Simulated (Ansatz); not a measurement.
# Decaying states in the gap of LuAlH2O4, part 2 of 3

Wanted: the relaxed cell of LuAlH2O4, its band edges and its decay constants. It is built by putting Al for part of the Lu in the LuHO2 structure of space group Pmn2_1, with the volume rescaled by atomic radii. The parent structure comes from the Materials Project.

Ansatz 0.2.0; r2SCAN DFT, plane waves, PAW files (the session's first sound run).

So far. Step 2 (Relaxing the new crystal): The largest force component on a free atom ends at 0.0056 eV/Å.

The structure was built from a prototype and need not be the compound's stable phase.

**3. Band edges**

The energy window and the wavevectors of the next steps follow from the band edges, so these are searched first, off the mesh as well.

input.yaml

```yaml
crystal:
  lattice:
    - [3.1155859327, 0.0, 0.0]
    - [0.0, 4.5688028991, -0.0577362674]
    - [0.0, -0.0647857597, 5.0148288212]
  atoms:
    - { symbol: Al, position: [0.0, 0.7256440537, 0.9884780473] }
    - { symbol: Lu, position: [0.5, 0.2858548069, 0.4843867256] }
    - { symbol: H, position: [0.5, 0.1745420731, 0.9677392197] }
    - { symbol: H, position: [0.0, 0.807175217, 0.4533967882] }
    - { symbol: O, position: [0.5, -0.0115808601, 0.8595987792] }
    - { symbol: O, position: [0.0, 0.5392303197, 0.6592433025] }
    - { symbol: O, position: [0.0, 0.9653880086, 0.3173935083] }
    - { symbol: O, position: [0.5, 0.5137463811, 0.1153136491] }
kpoints:
  mp_grid: { grid: [8, 6, 6] }
  band_path: { path: [VBM, CBM], npoints: 30 }
scf:
  occupations: { method: fixed }
hamiltonian:
  xc: r2scan
output:
  eigenvalues: true
  write_potential: true
  write_density: true
  volumetric_format: npy
```

Started as:

```bash
> ansatz run input.yaml --threads 2 --pin off --max-ram 4096MiB --backend cpu --events-out ev --progress --plain --runs-dir out
```

Numbers of over 12 decimals in the logs are rounded to 6 here.

The program printed:

```text
[...]
Crystal: 8 atoms, lattice volume = 71.372 Å³
Basis set: ecut = 500 eV, 1793 PW (Γ), exchange–correlation on 96×144×160 points (64 copies of the dense FFT grid, shifted against one another)
Bands: 35, of which v1, the nominal top of the filled ones, is band 27 counted from 1 (26 counted from 0)
Symmetry: 2 space group operations
[...]
k-points: 100 of 288 (time reversal used)
[...]
SCF iter   1: F=—  HF=-17600.291896 eV  |F-HF|=—  |Δ(HF+E_count)|=         —  Δρ=9.48e-3  dr2=5.18e-2  dr2_τ=3.97e-1  ethr=1.77e-3  ⟨swp⟩=4.0  Hψ=13217  notcnv=0  defer=586
[...]
SCF iter   8: F=-17600.406070 eV  HF=-17600.406070 eV  |F-HF|=4.99e-8  |Δ(HF+E_count)|=   1.33e-8  Δρ=1.34e-5  dr2=9.94e-8  dr2_τ=1.43e-8  ethr=1.85e-10  ⟨swp⟩=10.6  Hψ=17458  notcnv=0
SCF 1 converged in 8 iterations: F = -17600.406070 eV  dr2 = 9.94e-8
[...]
NSCF: frozen V_eff on 80 k-points
[...]
SCF converged after 8 iterations
Free energy (F): -17600.406070 eV
[...]
Internal energy: -17600.406070 eV  (E = F + TS)
E sigma→0 (E₀):  -17600.406070 eV
Fermi energy:    8.203959 eV
[...]
--- Band table (eV; the first three rows and the last of 100) ---
  k-point 0: bands = [... 23 lower, 7.0139, 7.9191, 7.9912, 8.1822, 13.0510, 14.1866, 16.4664, 17.1192, ... 4 higher]
  k-point 1: bands = [... 23 lower, 7.0152, 7.8013, 7.9291, 7.9676, 13.2445, 14.4382, 16.3379, 17.1404, ... 4 higher]
  k-point 2: bands = [... 23 lower, 7.0790, 7.4687, 7.7327, 7.7877, 13.5434, 15.1292, 16.1054, 17.0273, ... 4 higher]
  k-point 99: bands = [... 23 lower, 7.2095, 7.4413, 7.5739, 8.1322, 14.4864, 15.5179, 17.4517, 18.0406, ... 4 higher]
```

It took 36 s on 2 threads of AMD EPYC 9R45, shared host; peak memory 0.66 GiB; 71 s of CPU time.

Numbers from this step:

| Item | Value |
| --- | --- |
| Fermi energy | 8.204 eV |
| gap on the k-mesh | 4.847 eV |
| gap on path | 4.847 eV, by band count; negative where bands overlap |
| direct gap on path | 4.869 eV |
| edge places on path | 0, 0.7362 1/A along the path |

The electronic bands at the labelled points (eV, zero at the Fermi level (highest filled level under fixed occupations); v1 is the highest filled band, c1 the lowest empty one):

```
  point     v4     v3     v2     v1    c1    c2    c3
    VBM  -1.25  -0.88  -0.55   0.00  6.24  7.74  8.11
halfway  -1.01  -0.88  -0.35  -0.06  5.50  6.70  8.11
    CBM  -1.19  -0.28  -0.21  -0.02  4.85  5.98  8.26
```

The searched edges give 4.85 eV, as on the mesh.

**4. Complex bands, plane (001), k-mesh 8×6×6**

This step: r2SCAN DFT, plane waves, PAW files; complex bands by layer matching along the plane's normal (Ansatz 0.2.0).

The same crystal is laid in a cell whose first two vectors span the (001) plane (indices of the standard conventional cell, whose axes can be ordered otherwise than in the bulk input). At fixed energy and wavevector in the plane the solver finds all kz, real and complex. A few wavevectors are listed, (0, 0), (0.1302, -0.5) and (0.5, 0) in units of the plane's reciprocal vectors; the slowest state needn't be among them.

input.yaml

```yaml
crystal:
  lattice:
    - [3.115585933, 0.0, 0.0]
    - [0.0, 4.569167693, 0.0]
    - [0.0, -0.128148255, 5.01360981]
  atoms:
    - { symbol: Al, position: [0.0, 0.7256440537, 0.9884780473] }
    - { symbol: Lu, position: [0.5, 0.2858548069, 0.4843867256] }
    - { symbol: H, position: [0.5, 0.1745420731, 0.9677392197] }
    - { symbol: H, position: [0.0, 0.807175217, 0.4533967882] }
    - { symbol: O, position: [0.5, 0.9884191399, 0.8595987792] }
    - { symbol: O, position: [0.0, 0.5392303197, 0.6592433025] }
    - { symbol: O, position: [0.0, 0.9653880086, 0.3173935083] }
    - { symbol: O, position: [0.5, 0.5137463811, 0.1153136491] }
kpoints:
  mp_grid: { grid: [8, 6, 6] }
scf:
  occupations: { method: fixed }
hamiltonian:
  xc: r2scan
output:
  eigenvalues: true
  transmission:
    leads: [[0, 0]]
    kpoints: [[0.0, 0.0], [0.1302, -0.5], [0.5, 0.0]]
    e_range: [-1.0, 5.85]
    de: 0.17
```

The program printed:

```text
[...]
Crystal: 8 atoms, lattice volume = 71.372 Å³
Basis set: ecut = 500 eV, 1793 PW (Γ), exchange–correlation on 96×144×160 points (64 copies of the dense FFT grid, shifted against one another)
Bands: 35, of which v1, the nominal top of the filled ones, is band 27 counted from 1 (26 counted from 0)
Symmetry: 2 space group operations
[...]
k-points: 100 of 288 (time reversal used)
[...]
SCF iter   1: F=—  HF=-17600.291897 eV  |F-HF|=—  |Δ(HF+E_count)|=         —  Δρ=9.48e-3  dr2=5.18e-2  dr2_τ=3.97e-1  ethr=1.77e-3  ⟨swp⟩=4.0  Hψ=13217  notcnv=0  defer=586
[...]
SCF iter   8: F=-17600.406070 eV  HF=-17600.406070 eV  |F-HF|=4.99e-8  |Δ(HF+E_count)|=   1.33e-8  Δρ=1.34e-5  dr2=9.94e-8  dr2_τ=1.43e-8  ethr=1.85e-10  ⟨swp⟩=10.6  Hψ=17459  notcnv=0
SCF 1 converged in 8 iterations: F = -17600.406070 eV  dr2 = 9.94e-8
[...]
transmission: 8 of 24 steps passed
transmission: 16 of 24 steps passed
transmission: 24 of 24 steps passed
SCF converged after 8 iterations
Free energy (F): -17600.406070 eV
[...]
Internal energy: -17600.406070 eV  (E = F + TS)
E sigma→0 (E₀):  -17600.406070 eV
Fermi energy:    8.203959 eV
[...]
--- Band table (eV; the first three rows and the last of 100) ---
  k-point 0: bands = [... 23 lower, 7.0139, 7.9191, 7.9912, 8.1822, 13.0510, 14.1866, 16.4664, 17.1192, ... 4 higher]
  k-point 1: bands = [... 23 lower, 7.0152, 7.8013, 7.9291, 7.9676, 13.2445, 14.4382, 16.3379, 17.1404, ... 4 higher]
  k-point 2: bands = [... 23 lower, 7.0790, 7.4687, 7.7327, 7.7877, 13.5434, 15.1292, 16.1054, 17.0273, ... 4 higher]
  k-point 99: bands = [... 23 lower, 7.2095, 7.4413, 7.5739, 8.1322, 14.4864, 15.5179, 17.4517, 18.0406, ... 4 higher]
--- Transmission ---
  basis      : 147 plane waves across, 8 finite elements along
  points     : 3, as listed
  energies   : 41 from -1.000000 to 5.800000 eV about the Fermi level, 0.170000 eV apart; the leads are filled to 2.423514 eV, and channels, transmission and decay are at 2.400000 eV
  crystal 0  : O4H2Lu1Al1, at the sites [0, 0], period 5.0136 Å: whole cells are its period
    offset         : up to 0.0000 Å between an atom of the period and one for which it stands
    channels       : 0.000000e0 a spin
    conductance    : none, the energies end too early or step too widely for 300 K: set another output.transmission.e_range or a lower de, or, where they end at an eighth of basis.ecutwfc, a higher one
    slowest decay  : 0.3779 /Å at (0.0000, 0.0000)
```

Run time: 18 s. Hardware: 2 threads; peak memory 0.7 GiB; 35 s of CPU time.

This step gave:

* level to which the leads are filled: 2.424 eV from the Fermi level
* decay constant at the filling level, zone centre: 0.3779 Å⁻¹
* decay constant at the filling level, slowest listed point: 0.3779 Å⁻¹

K parallel (0, 0); values up to 1.5 1/Å, a degenerate pair printed once or twice; energies at which all values exceed this have no row. The Im kz of the slowest decaying states by energy, zero at the highest filled level on the SCF mesh:

```
energy (eV)  decay 1 (Å⁻¹)  decay 2 (Å⁻¹)  decay 3 (Å⁻¹)  decay 4 (Å⁻¹)
      -1.00          0.148          0.209          0.283          0.446
      -0.66          0.223          0.234          0.423          0.662
      -0.49          0.575          0.737          0.974           1.05
      -0.15          0.199          0.244          0.758          0.848
       0.02         0.0807          0.363          0.366          0.816
       0.36          0.220          0.521          0.524          0.875
       0.70          0.282          0.620          0.647          0.897
       0.87          0.303          0.656          0.729          0.877
       1.21          0.335          0.714          0.769          0.904
       1.38          0.347          0.737          0.766          0.902
       1.72          0.364          0.766          0.776          0.888
       2.06          0.374          0.768          0.805          0.856
       2.23          0.377          0.769          0.818          0.840
       2.57          0.378          0.769          0.807          0.838
       2.74          0.376          0.768          0.791          0.846
       3.08          0.368          0.757          0.764          0.838
       3.42          0.353          0.721          0.758          0.819
       3.59          0.343          0.701          0.753          0.808
       3.93          0.315          0.659          0.744          0.786
       4.10          0.295          0.635          0.738          0.774
       4.44          0.238          0.580          0.727          0.748
       4.78          0.108          0.510          0.714          0.721
       4.95          0.469          0.706          0.708          0.866
       5.29          0.371          0.673          0.694          0.857
       5.46          0.315          0.656          0.687          0.852
       5.80          0.180          0.314          0.616          0.673
```

K parallel (0.1302, -0.5); values up to 1.5 1/Å, a degenerate pair printed once or twice; energies at which all values exceed this have no row. Im kz of the slowest decaying states against energy, zero at the highest filled level on the SCF mesh:

```
energy (eV)  decay 1 (Å⁻¹)  decay 2 (Å⁻¹)  decay 3 (Å⁻¹)  decay 4 (Å⁻¹)
      -1.00          0.104          0.151          0.422          0.580
      -0.66          0.150          0.385          0.544           1.35
      -0.32          0.372          0.538          0.718           1.40
       0.02          0.101          0.450          0.572          0.584
       0.36          0.455          0.507          0.565          0.690
       0.70          0.544          0.549          0.661          0.761
       1.04          0.569          0.582          0.725          0.813
       1.38          0.592          0.607          0.766          0.853
       1.72          0.611          0.626          0.797          0.885
       2.06          0.626          0.641          0.821          0.910
       2.40          0.638          0.653          0.841          0.929
       2.74          0.648          0.661          0.856          0.942
       3.08          0.655          0.667          0.868          0.949
       3.42          0.661          0.669          0.874          0.947
       3.76          0.665          0.669          0.875          0.935
       4.10          0.666          0.668          0.870          0.912
       4.44          0.660          0.670          0.858          0.881
       4.78          0.649          0.671          0.841          0.843
       5.12          0.629          0.668          0.802          0.804
       5.46          0.593          0.654          0.758          0.767
       5.80          0.512          0.631          0.716          0.733
```

K parallel (0.5, 0); values up to 1.5 1/Å, a degenerate pair printed once or twice; energies at which all values exceed this have no row. The Im kz of the slowest decaying states by energy, zero at the highest filled level on the SCF mesh:

```
energy (eV)  decay 1 (Å⁻¹)  decay 2 (Å⁻¹)  decay 3 (Å⁻¹)  decay 4 (Å⁻¹)
      -1.00         0.0458          0.415          0.472          0.983
      -0.66          0.285          0.311          0.520           1.11
      -0.49         0.0407          0.278          0.344          0.537
      -0.15          0.131          0.290          0.419          0.464
       0.02          0.244          0.343          0.444          0.577
       0.36          0.342          0.406          0.481          0.599
       0.70          0.402          0.446          0.504          0.620
       0.87          0.425          0.462          0.512          0.629
       1.21          0.462          0.487          0.523          0.646
       1.38          0.478          0.497          0.526          0.653
       1.72          0.504          0.512          0.529          0.667
       2.06          0.521          0.524          0.528          0.678
       2.23          0.524          0.527          0.533          0.683
       2.57          0.520          0.527          0.548          0.691
       2.74          0.516          0.526          0.554          0.694
       3.08          0.504          0.522          0.564          0.699
       3.42          0.488          0.514          0.571          0.703
       3.59          0.479          0.508          0.573          0.704
       3.93          0.456          0.494          0.576          0.705
       4.10          0.443          0.484          0.577          0.705
       4.44          0.410          0.462          0.577          0.703
       4.78          0.368          0.434          0.574          0.700
       4.95          0.341          0.418          0.572          0.698
       5.29          0.270          0.378          0.566          0.693
       5.46          0.218          0.354          0.561          0.689
       5.80          0.291          0.551          0.682           1.05
```

At the listed wavevectors the last open channel is at -0.15 eV and the next at +4.95 eV on the grid. At +2.40 eV, the grid energy nearest the filling level (the middle of the gap on the SCF mesh), the slowest state at the listed wavevectors decays with κ = 0.378 Å⁻¹, its amplitude falling by e over 2.6 Å. Through 1 nm of this crystal that state's transmission falls by exp(−2 × 0.378 Å⁻¹ × 10 Å) = 5.2e-4.

(Continued in part 3 of 3.)

[Logs are printed without paths, hosts, clocks, repeated set-up lines and the standing remarks that a program may print on its own settings, such as how far it seeks lower states.]

[Hosts, paths, dates, database ids (printed as entryN), source tags and the programs' standing remarks are cut or masked in the printed files.]
